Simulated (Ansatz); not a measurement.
# The 1T-SnSe2 bilayer (AA) under a gate, part 3 of 3

Wanted: Fermi level and gate voltage of the 1T-SnSe2 bilayer (AA) as it is charged.

Ansatz 0.2.0; plane-wave DFT, PBE-D3(BJ), Ansatz PAW (the session's first sound run).

So far. Step 8 (Gated layer, added electrons -1×10¹³ per cm², start …): Against the uncharged case this takes -1.04 V.

## (9) Gated layer, added electrons -3×10¹³ per cm², start atoms

input.yaml

```yaml
crystal:
  lattice:
    - [3.8347376564, 0.0, 0.0]
    - [-1.9173688282, 3.3209802273, 0.0]
    - [0.0, 0.0, 46.4838407245]
  atoms:
    - { symbol: Se, position: [0.6666666667, 0.3333333333, 0.4012146955] }
    - { symbol: Sn, position: [0.0, 0.0, 0.4355453965] }
    - { symbol: Se, position: [0.3333333333, 0.6666666667, 0.4699015558] }
    - { symbol: Se, position: [0.6666666667, 0.3333333333, 0.5300984442] }
    - { symbol: Sn, position: [0.0, 0.0, 0.5644546035] }
    - { symbol: Se, position: [0.3333333333, 0.6666666667, 0.5987853045] }
  periodic: [true, true, false]
  symmetry: { detect: true }
total_charge: 0.038205
kpoints:
  mp_grid: { grid: [42, 42, 1] }
hamiltonian:
  xc: pbe
  dispersion: d3bj
scf:
  occupations: { method: fermi_dirac, width: 0.02585 }
  convergence: { dr2_threshold: 1.0e-10 }
output:
  forces: true
  eigenvalues: true
  write_potential: true
  write_density: true
  volumetric_format: npy
external_charges:
  - { charge: 0, barrier: 10, axis: 3, height: 31.334, sigma: 0.25 }
  - { charge: -0.038205, axis: 3, height: 32.834, sigma: 0.5 }
```

Command:

```
> ansatz run input.yaml --threads 4 --pin off --max-ram 16384MiB --backend cpu --events-out ev --progress --plain --runs-dir out
```

Numbers of over 12 decimals in the logs are rounded to 6 here.

The log of the run:

```text
[...]
Crystal: 6 atoms, lattice volume = 591.976 Å³
Basis set: ecut = 420 eV, 11555 PW (Γ), exchange–correlation on 54×54×640 points (8 copies of the dense FFT grid, shifted against one another)
Bands: 56, of which v1, the nominal top of the filled ones, is band 46 counted from 1 (45 counted from 0)
Symmetry: 6 space group operations
k-points: 169 of 1764 (time reversal used)
[...]
--- Band table (eV; the first three rows and the last of 169) ---
  k-point 0: bands = [... 42 lower, -7.2342, -7.2342, -7.0965, -7.0965, -5.7211, -4.8383, -3.9840, -3.8566, ... 6 higher]
  k-point 1: bands = [... 42 lower, -7.2655, -7.2264, -7.1286, -7.0865, -5.6654, -4.8193, -3.9389, -3.8202, ... 6 higher]
  k-point 2: bands = [... 42 lower, -7.3319, -7.2236, -7.2087, -7.0630, -5.5202, -4.7741, -3.8172, -3.7139, ... 6 higher]
  k-point 168: bands = [... 42 lower, -8.3397, -8.3283, -7.5566, -7.5301, -5.6698, -4.9219, -2.2209, -2.1980, ... 6 higher]
[key lines of the parts left out:]
SCF converged after 13 iterations
Free energy (F): -33928.282908 eV
Fermi energy:    -6.994900 eV
```

It took 4.4 min on 4 threads of Arm Neoverse V1, shared host; peak memory 3.6 GiB; 17 min of CPU time.

Against the uncharged case this takes -2.54 V.

## (10) Gated layer, added electrons -6×10¹³ per cm²

input.yaml, the sections that differ from step 9:

```yaml
total_charge: 0.076411
kpoints:
  mp_grid: { grid: [42, 42, 1] }
  band_path:
    path: [[0, 0, 0], [0.5, 0, 0], [0.33333333, 0.33333333, 0], [0, 0, 0]]
    npoints: 16
output:
  forces: true
  eigenvalues: true
  dos: { projected: true, e_range: [-3, 3], de: 0.01 }
  write_potential: true
  write_density: true
  volumetric_format: npy
  elf: true
external_charges:
  - { charge: 0, barrier: 10, axis: 3, height: 31.334, sigma: 0.25 }
  - { charge: -0.076411, axis: 3, height: 32.834, sigma: 0.5 }
# crystal, hamiltonian, scf: as in step 9
```

The log of the run:

```text
[...]
Crystal: 6 atoms, lattice volume = 591.976 Å³
Basis set: ecut = 420 eV, 11555 PW (Γ), exchange–correlation on 54×54×640 points (8 copies of the dense FFT grid, shifted against one another)
Bands: 56, of which v1, the nominal top of the filled ones, is band 46 counted from 1 (45 counted from 0)
Symmetry: 6 space group operations
k-points: 169 of 1764 (time reversal used)
[...]
--- Band table (eV; the first three rows and the last of 169) ---
  k-point 0: bands = [... 42 lower, -8.3391, -8.3391, -8.1780, -8.1780, -6.8007, -5.9179, -5.0883, -4.9390, ... 6 higher]
  k-point 1: bands = [... 42 lower, -8.3706, -8.3315, -8.2099, -8.1684, -6.7461, -5.8991, -5.0447, -4.9011, ... 6 higher]
  k-point 2: bands = [... 42 lower, -8.4340, -8.3142, -8.3036, -8.1457, -6.6035, -5.8546, -4.9263, -4.7914, ... 6 higher]
  k-point 168: bands = [... 42 lower, -9.4331, -9.4119, -8.6491, -8.5989, -6.7619, -6.0036, -3.3119, -3.2740, ... 6 higher]
[key lines of the parts left out:]
SCF converged after 14 iterations
Free energy (F): -33927.939670 eV
Fermi energy:    -8.104524 eV
```

The job ended after 5 min (4 threads; peak memory 3.6 GiB).

The density of states has structure finer than the step of the table below, so its rows give means over 0.2 eV, whole bins alone (the curve runs from -3 to 1.99 eV). Peaks (eV: height): -2.79: 8.78, -2.10: 9.46, -1.09: 12.4, -0.65: 12.6, -0.50: 9.63, -0.43: 15.0, -0.08: 10.1.

Table of density of states by energy, zero at the Fermi level; means over each step:

```tsv
energy (eV)	density of states (states/eV a cell)
-2.8	5.13
-2.6	4.34
-2.4	4.60
-2.2	4.93
-2.0	4.44
-1.8	3.17
-1.6	3.48
-1.4	3.89
-1.2	5.33
-1.0	6.54
-0.8	3.13
-0.6	9.47
-0.4	8.77
-0.2	5.28
0.0	2.56
0.2	0
0.4	0
0.6	0.0954
0.8	0.679
1.0	1.06
1.2	1.83
1.4	3.61
1.6	2.87
1.8	2.64
```

Against the uncharged case this takes -4.76 V.

## (11) Gated layer, added electrons -10×10¹³ per cm²

input.yaml: that of step 10 with these lines changed.

```diff
@@ -14,3 +14,3 @@
   symmetry: { detect: true }
-total_charge: 0.076411
+total_charge: 0.127351
 kpoints:
@@ -36,2 +36,2 @@
   - { charge: 0, barrier: 10, axis: 3, height: 31.334, sigma: 0.25 }
-  - { charge: -0.076411, axis: 3, height: 32.834, sigma: 0.5 }
+  - { charge: -0.127351, axis: 3, height: 32.834, sigma: 0.5 }
```

The log of the run:

```text
[...]
Crystal: 6 atoms, lattice volume = 591.976 Å³
Basis set: ecut = 420 eV, 11555 PW (Γ), exchange–correlation on 54×54×640 points (8 copies of the dense FFT grid, shifted against one another)
Bands: 56, of which v1, the nominal top of the filled ones, is band 46 counted from 1 (45 counted from 0)
Symmetry: 6 space group operations
k-points: 169 of 1764 (time reversal used)
[...]
--- Band table (eV; the first three rows and the last of 169) ---
  k-point 0: bands = [... 42 lower, -9.8270, -9.8270, -9.6366, -9.6366, -8.2588, -7.3745, -6.5756, -6.3985, ... 6 higher]
  k-point 1: bands = [... 42 lower, -9.8582, -9.8197, -9.6684, -9.6275, -8.2056, -7.3559, -6.5334, -6.3593, ... 6 higher]
  k-point 2: bands = [... 42 lower, -9.9136, -9.8027, -9.7611, -9.6060, -8.0665, -7.3119, -6.4177, -6.2469, ... 6 higher]
  k-point 168: bands = [... 42 lower, -10.9076, -10.8755, -10.1204, -10.0381, -8.2351, -7.4614, -4.7838, -4.7304, ... 6 higher]
[key lines of the parts left out:]
SCF converged after 14 iterations
Free energy (F): -33927.358670 eV
Fermi energy:    -9.588229 eV
```

Wall time 5 min (4 threads); peak memory 3.6 GiB; 20 min of CPU time.

Against the uncharged case this takes -7.74 V.

## (12) The series together

This step: plane-wave DFT, PBE-D3(BJ), Ansatz PAW; charging by gates (Ansatz 0.2.0).

The potential behind each gate is read from every run and counted from the uncharged case.

Voltage on the gate against the layer's Fermi level, from the uncharged case. Gate voltage against added electrons:

```tsv
added electrons (10¹³ per cm²)	gate voltage (V)
-10.00	-7.74
-6.00	-4.76
-3.00	-2.54
-1.00	-1.04
0.00	0
1.00	1.04
3.00	2.53
6.00	4.69
10.00	7.47
```

Charge step over voltage step between neighbouring densities. Total capacitance against added electrons:

```tsv
added electrons (10¹³ per cm²)	total capacitance (µF/cm²)
-8.00	2.15
-4.50	2.16
-2.00	2.14
-0.50	1.54
0.50	1.53
2.00	2.16
4.50	2.23
8.00	2.31
```

Work function of the face away from the gate. The work function of the far face by added electrons:

```tsv
added electrons (1e13 /cm²)	work function of the far face (eV)
-10.00	5.87
-6.00	5.88
-3.00	5.89
-1.00	5.88
0.00	5.59
1.00	5.30
3.00	5.29
6.00	5.29
10.00	5.27
```

By hand: 10¹³ electrons per cm² are 0.001 e/Å², which by Gauss's law end a field of 0.181 V/Å. At 10×10¹³ holes per cm² the field towards a gate is 1.810 V/Å, which over the 5 Å from the outer atoms would drop 9.05 V; the run needs 7.74 V.

## (13) Varying the input

This step: plane-wave DFT, PBE-D3(BJ), Ansatz PAW, but for the change named below (Ansatz 0.2.0).

A run with a changed input: it repeats the earlier run at 1 × 10¹³ added electrons per cm² with scf.eigensolver.kind to davidson and hamiltonian.xc from pbe to revpbe.

input.yaml: that of step 11 with these lines changed.

```diff
@@ -14,10 +14,7 @@
   symmetry: { detect: true }
-total_charge: 0.127351
+total_charge: -0.012735
 kpoints:
   mp_grid: { grid: [42, 42, 1] }
-  band_path:
-    path: [[0, 0, 0], [0.5, 0, 0], [0.33333333, 0.33333333, 0], [0, 0, 0]]
-    npoints: 16
 hamiltonian:
-  xc: pbe
+  xc: revpbe
   dispersion: d3bj
@@ -26,2 +23,3 @@
   convergence: { dr2_threshold: 1.0e-10 }
+  eigensolver: { kind: davidson }
 output:
@@ -29,3 +27,2 @@
   eigenvalues: true
-  dos: { projected: true, e_range: [-3, 3], de: 0.01 }
   write_potential: true
@@ -33,5 +30,4 @@
   volumetric_format: npy
-  elf: true
 external_charges:
   - { charge: 0, barrier: 10, axis: 3, height: 31.334, sigma: 0.25 }
-  - { charge: -0.127351, axis: 3, height: 32.834, sigma: 0.5 }
+  - { charge: 0.012735, axis: 3, height: 32.834, sigma: 0.5 }
```

The log of the run:

```text
[...]
Crystal: 6 atoms, lattice volume = 591.976 Å³
Basis set: ecut = 420 eV, 11555 PW (Γ), exchange–correlation on 54×54×640 points (8 copies of the dense FFT grid, shifted against one another)
Bands: 56, of which v1, the nominal top of the filled ones, is band 46 counted from 1 (45 counted from 0)
Symmetry: 6 space group operations
k-points: 169 of 1764 (time reversal used)
[...]
SCF iter  14: F=-33959.783809 eV  HF=-33959.783809 eV  |F-HF|=2.40e-10  |Δ(HF+E_count)|=    0.00e0  Δρ=3.02e-8  dr2=1.18e-11  ethr=1.22e-12 (applied; sched 1.00e-12)  ⟨swp⟩=2.9  Hψ=17458  notcnv=0
SCF 1 converged in 14 iterations: F = -33959.783809 eV  dr2 = 1.18e-11
  Residual-converged pass: ⟨swp⟩=9.0  Hψ=47620  notcnv=0  max |occ|·‖R‖ = 9.8e-9 eV (tolerance 1.0e-8 eV)  dr2=1.73e-11  dr2_onsite=1.79e-12  max |Δocc| = 3.9e-9
[...]
SCF converged after 14 iterations
Free energy (F): -33959.783809 eV
[...]
Internal energy: -33959.783062 eV  (E = F + TS)
E sigma→0 (E₀):  -33959.783436 eV
Entropy (-TS):   -0.000747 eV (-0.124 meV/atom)
Fermi energy:    -4.776967 eV
[...]
--- Forces (eV/Å), atoms and charges each counted from 1 ---
  atom   1  Se    -0.00000000    -0.00000000    -0.00638359
  atom   2  Sn    -0.00000000     0.00000000     0.05138763
  atom   3  Se     0.00000000     0.00000000     0.03450947
  atom   4  Se    -0.00000000    -0.00000000    -0.01574856
  atom   5  Sn     0.00000000    -0.00000000    -0.09523538
  atom   6  Se     0.00000000     0.00000000     0.02419796
  external charge   1     0.00000000     0.00000000     0.00842409
  external charge   2     0.00000000     0.00000000    -0.00115177
  max |Σ_I F_I| component, the external charges' with the atoms': 1.45e-7 eV/Å
--- Band table (eV; the first three rows and the last of 169) ---
  k-point 0: bands = [... 42 lower, -5.7131, -5.7131, -5.5864, -5.5864, -4.1526, -3.2842, -2.3862, -2.2769, ... 6 higher]
  k-point 1: bands = [... 42 lower, -5.7423, -5.7048, -5.6179, -5.5762, -4.0980, -3.2661, -2.3409, -2.2423, ... 6 higher]
  k-point 2: bands = [... 42 lower, -5.8051, -5.7121, -5.6864, -5.5521, -3.9554, -3.2232, -2.2184, -2.1408, ... 6 higher]
  k-point 168: bands = [... 42 lower, -6.8167, -6.8118, -6.0407, -6.0309, -4.1064, -3.3802, -0.6608, -0.6501, ... 6 higher]
```

It took 5.1 min on 4 threads; peak memory 2.7 GiB.

Numbers from this step:

```yaml
energy_at_zero_smearing: -33959.7834 eV
potential_beyond_the_upper_barrier_and_gate_less_the_barrier_from_the_fermi_level: 4.383 eV
```

Force by atom:

```tsv
atom	x (eV/Å)	y (eV/Å)	z (eV/Å)	size
Se1	0.0000	0.0000	-0.0064	0.0064
Sn2	0.0000	0.0000	0.0514	0.0514
Se3	0.0000	0.0000	0.0345	0.0345
Se4	0.0000	0.0000	-0.0157	0.0157
Sn5	0.0000	0.0000	-0.0952	0.0952
Se6	0.0000	0.0000	0.0242	0.0242
```

```tsv
quantity	this run	earlier run	difference
potential beyond the upper barrier and gate, less the barrier, from the Fermi level (eV)	4.383	4.519	-0.14
```

It moves by -0.136 eV.

## (14) A changed input

An input spoilt on purpose, to show how the run answers: it repeats the earlier run at 1 × 10¹³ added electrons per cm² with hamiltonian.xc from pbe to PBE-sol, and scf.max_iter set to 80.

input.yaml: that of step 13 with these lines changed.

```diff
@@ -18,3 +18,3 @@
 hamiltonian:
-  xc: revpbe
+  xc: PBE-sol
   dispersion: d3bj
@@ -23,3 +23,3 @@
   convergence: { dr2_threshold: 1.0e-10 }
-  eigensolver: { kind: davidson }
+  max_iter: 80
 output:
```

The log of the run:

```text
Error: YAML parse error: error: line 19 column 7: hamiltonian.xc: unknown variant `PBE-sol`, expected one of `lda`, `lda-pw`, `pw92`, `pbe`, `pbesol`, `rpbe`, `revpbe`, `blyp`, `pbe0`, `revpbe0`, `b3lyp`, `b3lyp5`, `hse06`, `wpbeh`, `hiss`, `lc_wpbe`, `cam_b3lyp`, `hf`, `r2scan`, `r2scanh`, `r2scan0`, `r2scan50`, `mr2scan`
  --> <input>:19:7
   |
17 |   mp_grid: { grid: [42, 42, 1] }
18 | hamiltonian:
19 |   xc: PBE-sol
   |       ^ hamiltonian.xc: unknown variant `PBE-sol`, expected one of `lda`, `lda-pw`, `pw92`, `pbe`, `pbesol`, `rpbe`, `revpbe`, `blyp`, `pbe0`, `revpbe0`, `b3lyp`, `b3lyp5`, `hse06`, `wpbeh`, `hiss`, `lc_wpbe`, `cam_b3lyp`, `hf`, `r2scan`, `r2scanh`, `r2scan0`, `r2scan50`, `mr2scan`
20 |   dispersion: d3bj
21 | scf:
   |
```

Elapsed: 0.02 s, on 4 threads; peak memory 0.022 GiB.

The input was rejected at the start.

The program's message: “Error: YAML parse error: error: line 19 column 7: hamiltonian.xc: unknown variant `PBE-sol`, expected one of `lda`, `lda-pw`, `pw92`, `pbe`, `pbesol`, `rpbe`, `revpbe`, `blyp`, `pbe0`, `revpbe0`, `b3l …”

The fault put into the input: an unknown functional.

## (15) What came out

| Quantity | Value |
| --- | --- |
| gap with uncharged gates | 0.653 eV |
| gate voltage at 10×10¹³ holes per cm² | -7.74 V |
| gate voltage at 10×10¹³ electrons per cm² | +7.47 V |
| total capacitance near 8×10¹³ holes per cm² | 2.15 µF/cm² |

What this shows: Putting 10×10¹³ holes per cm² on the layer takes -7.74 V on the gate; how far the Fermi level moves against the bands is taken for single layers without spin and with an even electron count alone. Between the first holes and the first electrons the voltage runs over 2.09 V: the drop across the plates for that charge, plus the way of the Fermi level through the region of the 0.65 eV gap. The zero of the voltage lies where the smearing puts the uncharged Fermi level. Plates 5 Å apart would give 1.77 µF/cm² in vacuum; the computed total runs from 1.5 to 2.31 µF/cm². A value over that of the plates means that the screening charge has its centre outside the outer atoms; a low density of states works the other way. Few carriers sample few k-points, so the slopes at the lowest densities depend on the mesh and on the temperature. The gates are charged sheets behind model barriers, not atoms. Spin-orbit coupling is left out, which matters for the bands of elements this heavy.

[Logs are printed without paths, hosts, clocks, repeated set-up lines and the standing remarks that a program may print on its own settings, such as how far it seeks lower states.]

[Hosts, paths, dates, database ids (printed as entryN), source tags and the programs' standing remarks are cut or masked in the printed files.]

[Maps of the electrostatic potential energy from Ansatz leave out the sawtooth potential of an applied field or a dipole correction, so their vacuum need not be flat; planar profiles and work functions include it.]

[The density of states shown here was stored with 400 of the rows of the run's finer table, so its peaks can read low, often by over a quarter, or be missed, and its means over a window can be off by a tenth or more.]
